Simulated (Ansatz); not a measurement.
# (KCl)2(PbTe)1 [001] superlattice, started as rocksalt type: a soft mode frozen in, part 2 of 2

Wanted: the energy along a soft mode of (KCl)2(PbTe)1 [001] superlattice, started as rocksalt type and the structure at the end.

Ansatz 0.2.0; DFT PBE, scalar-relativistic, plane waves, PAW.

So far. Step 2 (Linear response at the zone centre): Before it was imposed, the acoustic sum rule was missed by 1.6e-4 eV/Å² and the charge sum rule by 0.015 e. Small misses are needed for a sound result but don't prove that mesh and cutoff are converged. The lowest optical mode is imaginary, 16.2i cm⁻¹, so the energy falls along it.

The structure was built from a prototype and need not be the compound's stable phase.

## 3. The mode frozen in, largest atomic shift 0 Å

The mode followed lies at Γ with frequency 16.2i cm⁻¹ and is 2-fold degenerate, the softest among the wavevectors solved. At small amplitude the distorted cell has space group no. 42 by a symmetry search on the positions. The undistorted cell that holds it gives the zero of energy on the same k mesh.

The input, input.yaml:

```yaml
crystal:
  lattice:
    - [3.2290660069, 3.2290660069, 0.0]
    - [-3.2290660069, 3.2290660069, 0.0]
    - [3.2290660069, 0.0, 9.8519650043]
  atoms:
    - { symbol: Cl, position: [0.5021222928, 0.4978777072, 0.9957554143] }
    - { symbol: Cl, position: [0.8312110405, 0.1687889595, 0.337577919] }
    - { symbol: K, position: [0.99382664, 0.00617336, 0.01234672] }
    - { symbol: K, position: [0.3395066933, 0.6604933067, 0.3209866133] }
    - { symbol: Pb, position: [0.6666666667, 0.3333333333, 0.6666666667] }
    - { symbol: Te, position: [0.1666666667, 0.8333333333, 0.6666666667] }
kpoints:
  mp_grid: { grid: [8, 8, 8] }
hamiltonian:
  xc: pbe
scf:
  occupations: { method: gaussian, width: 0.02 }
output:
  forces: true
  stress: true
  eigenvalues: true
```

On the command line:

```
$ ansatz run input.yaml --threads 8 --pin off --max-ram 14336MiB --backend cpu --events-out ev --progress --plain --runs-dir out
```

Numbers of over 12 decimals in the logs are rounded to 6 here.

The program printed:

```text
[...]
Crystal: 6 atoms, lattice volume = 205.450 Å³
Basis set: ecut = 420 eV, 4065 PW (Γ), exchange–correlation on 64×64×144 points (8 copies of the dense FFT grid, shifted against one another)
Bands: 38, of which v1, the nominal top of the filled ones, is band 31 counted from 1 (30 counted from 0)
Symmetry: 16 space group operations
[...]
k-points: 59 of 512
[...]
k-point 0: bands = [... 27 lower, 1.8145, 3.0084, 3.0084, 3.3349, 7.4486, 7.6652, 8.8219, 8.8649, ... 2 higher]
  k-point 1: bands = [... 27 lower, 1.8262, 3.0067, 3.0067, 3.2964, 7.3920, 7.7975, 8.7058, 9.0167, ... 2 higher]
  k-point 2: bands = [... 27 lower, 1.8433, 3.0027, 3.0027, 3.1980, 7.3538, 8.0362, 8.6081, 9.2202, ... 2 higher]
  k-point 58: bands = [... 27 lower, 1.7741, 1.7762, 1.7762, 3.8413, 7.0151, 8.6541, 8.6541, 9.9287, ... 2 higher]
[key lines of the parts left out:]
SCF converged after 7 iterations
Free energy (F): -24129.125041 eV
Fermi energy:    5.454752 eV
P = ⅓ Tr σ = -0.0017 GPa (-0.017 kbar)
```

The job ended after 3.1 s (8 threads of Intel Xeon Platinum 8488C (Sapphire Rapids), shared host; peak memory 0.96 GiB; 21 s of CPU time).

Numbers from this step:

| Item | Value |
| --- | --- |
| pressure | -0.001695 GPa |
| energy from the undistorted cell | 0 meV/atom |

At this level the gap is 1.19 eV on the k-mesh of the self-consistent run, which can miss the band edges.

## 4. The mode frozen in, largest atomic shift 0.04 Å

The atoms are moved along the unstable eigenvector, the largest shift by 0.04 Å, with the cell fixed.

input.yaml, the sections that differ from step 3:

```yaml
crystal:
  lattice:
    - [3.2290660069, 3.2290660069, 0.0]
    - [-3.2290660069, 3.2290660069, 0.0]
    - [3.2290660069, 0.0, 9.8519650043]
  atoms:
    - { symbol: Cl, position: [0.5019824119, 0.4980175881, 0.9957554143] }
    - { symbol: Cl, position: [0.8310711596, 0.1689288404, 0.337577919] }
    - { symbol: K, position: [0.9935014896, 0.0064985104, 0.01234672] }
    - { symbol: K, position: [0.3391815429, 0.6608184571, 0.3209866133] }
    - { symbol: Pb, position: [0.6630229495, 0.3369770505, 0.6666666667] }
    - { symbol: Te, position: [0.1728604081, 0.8271395919, 0.6666666667] }
# kpoints, hamiltonian, scf, output: as in step 3
```

The program printed:

```text
[...]
Crystal: 6 atoms, lattice volume = 205.450 Å³
Basis set: ecut = 420 eV, 4065 PW (Γ), exchange–correlation on 64×64×144 points (8 copies of the dense FFT grid, shifted against one another)
Bands: 38, of which v1, the nominal top of the filled ones, is band 31 counted from 1 (30 counted from 0)
Symmetry: 4 space group operations
[...]
k-point 0: bands = [... 27 lower, 1.8151, 3.0053, 3.0115, 3.3327, 7.4486, 7.6682, 8.8217, 8.8258, ... 2 higher]
  k-point 1: bands = [... 27 lower, 1.8267, 3.0036, 3.0098, 3.2942, 7.3929, 7.7995, 8.6902, 8.9908, ... 2 higher]
  k-point 2: bands = [... 27 lower, 1.8438, 2.9996, 3.0058, 3.1959, 7.3553, 8.0376, 8.5931, 9.1848, ... 2 higher]
  k-point 94: bands = [... 27 lower, 1.6918, 1.7859, 1.8234, 3.8350, 7.0226, 8.4643, 9.1652, 9.2021, ... 2 higher]
[key lines of the parts left out:]
SCF converged after 7 iterations
Free energy (F): -24129.125124 eV
Fermi energy:    5.457237 eV
P = ⅓ Tr σ = 0.0172 GPa (0.172 kbar)
```

Wall time 5.6 s (8 threads); peak memory 1 GiB.

This step gave:

| Item | Value |
| --- | --- |
| pressure | 0.01719 GPa |
| gap on the k-mesh | 1.203 eV |
| energy from the undistorted cell | -0.014 meV/atom |

The energy, extrapolated to zero smearing, is -0.01 meV/atom against the undistorted cell.

The run ends at a pressure of 0.02 GPa, with forces up to 5.1e-4 eV/Å.

## 5. Energy along the mode, all amplitudes (two of the runs are shown above)

An imaginary frequency means negative curvature, so the energy should fall and then rise again as anharmonic terms take over.

This step gave:

| Quantity | Value |
| --- | --- |
| depth at the lowest point sampled | 0.014 meV/atom |
| largest atomic shift at that point | 0.04 Å |

The energy from the parent by largest atomic shift:

| largest atomic shift (Å) | energy from the parent (meV/atom) |
| --- | --- |
| 0.0000 | 0 |
| 0.0400 | -0.014 |
| 0.0800 | 0.082 |
| 0.1400 | 1.33 |
| 0.2200 | 8.49 |

Displacement at unit largest shift by atom:

| atom | x (Å) | y (Å) | z (Å) | size |
| --- | --- | --- | --- | --- |
| Cl1 | -0.02 | 0.00 | 0.00 | 0.02 |
| Cl2 | -0.02 | 0.00 | 0.00 | 0.02 |
| K3 | -0.05 | 0.00 | 0.00 | 0.05 |
| K4 | -0.05 | 0.00 | 0.00 | 0.05 |
| Pb5 | -0.59 | 0.00 | 0.00 | 0.59 |
| Te6 | 1.00 | 0.00 | 0.00 | 1.00 |

## 6. Outcome

```yaml
unstable_mode_of_the_parent: q = (0, 0, 0), 16i cm⁻¹
depth_at_the_lowest_point_sampled: 0.014 meV/atom
largest_atomic_shift_at_that_point: 0.04 Å
```

Freezing this pattern in gains under 0.02 meV/atom on the steps tried, so a well, if there is one, is too shallow to show. With the field response the log warns that the k mesh is coarse for the force constants too, so the frequencies may not be converged. Spin-orbit coupling is left out, which can matter for the heavy elements here. The starting cell was built on a prototype and not taken from a measurement, so the phase need not exist. These are harmonic frequencies at zero temperature: anharmonic shifts, linewidths and thermal expansion are left out.

[Logs are printed without paths, hosts, clocks, repeated set-up lines and the standing remarks that a program may print on its own settings, such as how far it seeks lower states.]

[Hosts, paths, dates, database ids (printed as entryN), source tags and the programs' standing remarks are cut or masked in the printed files.]
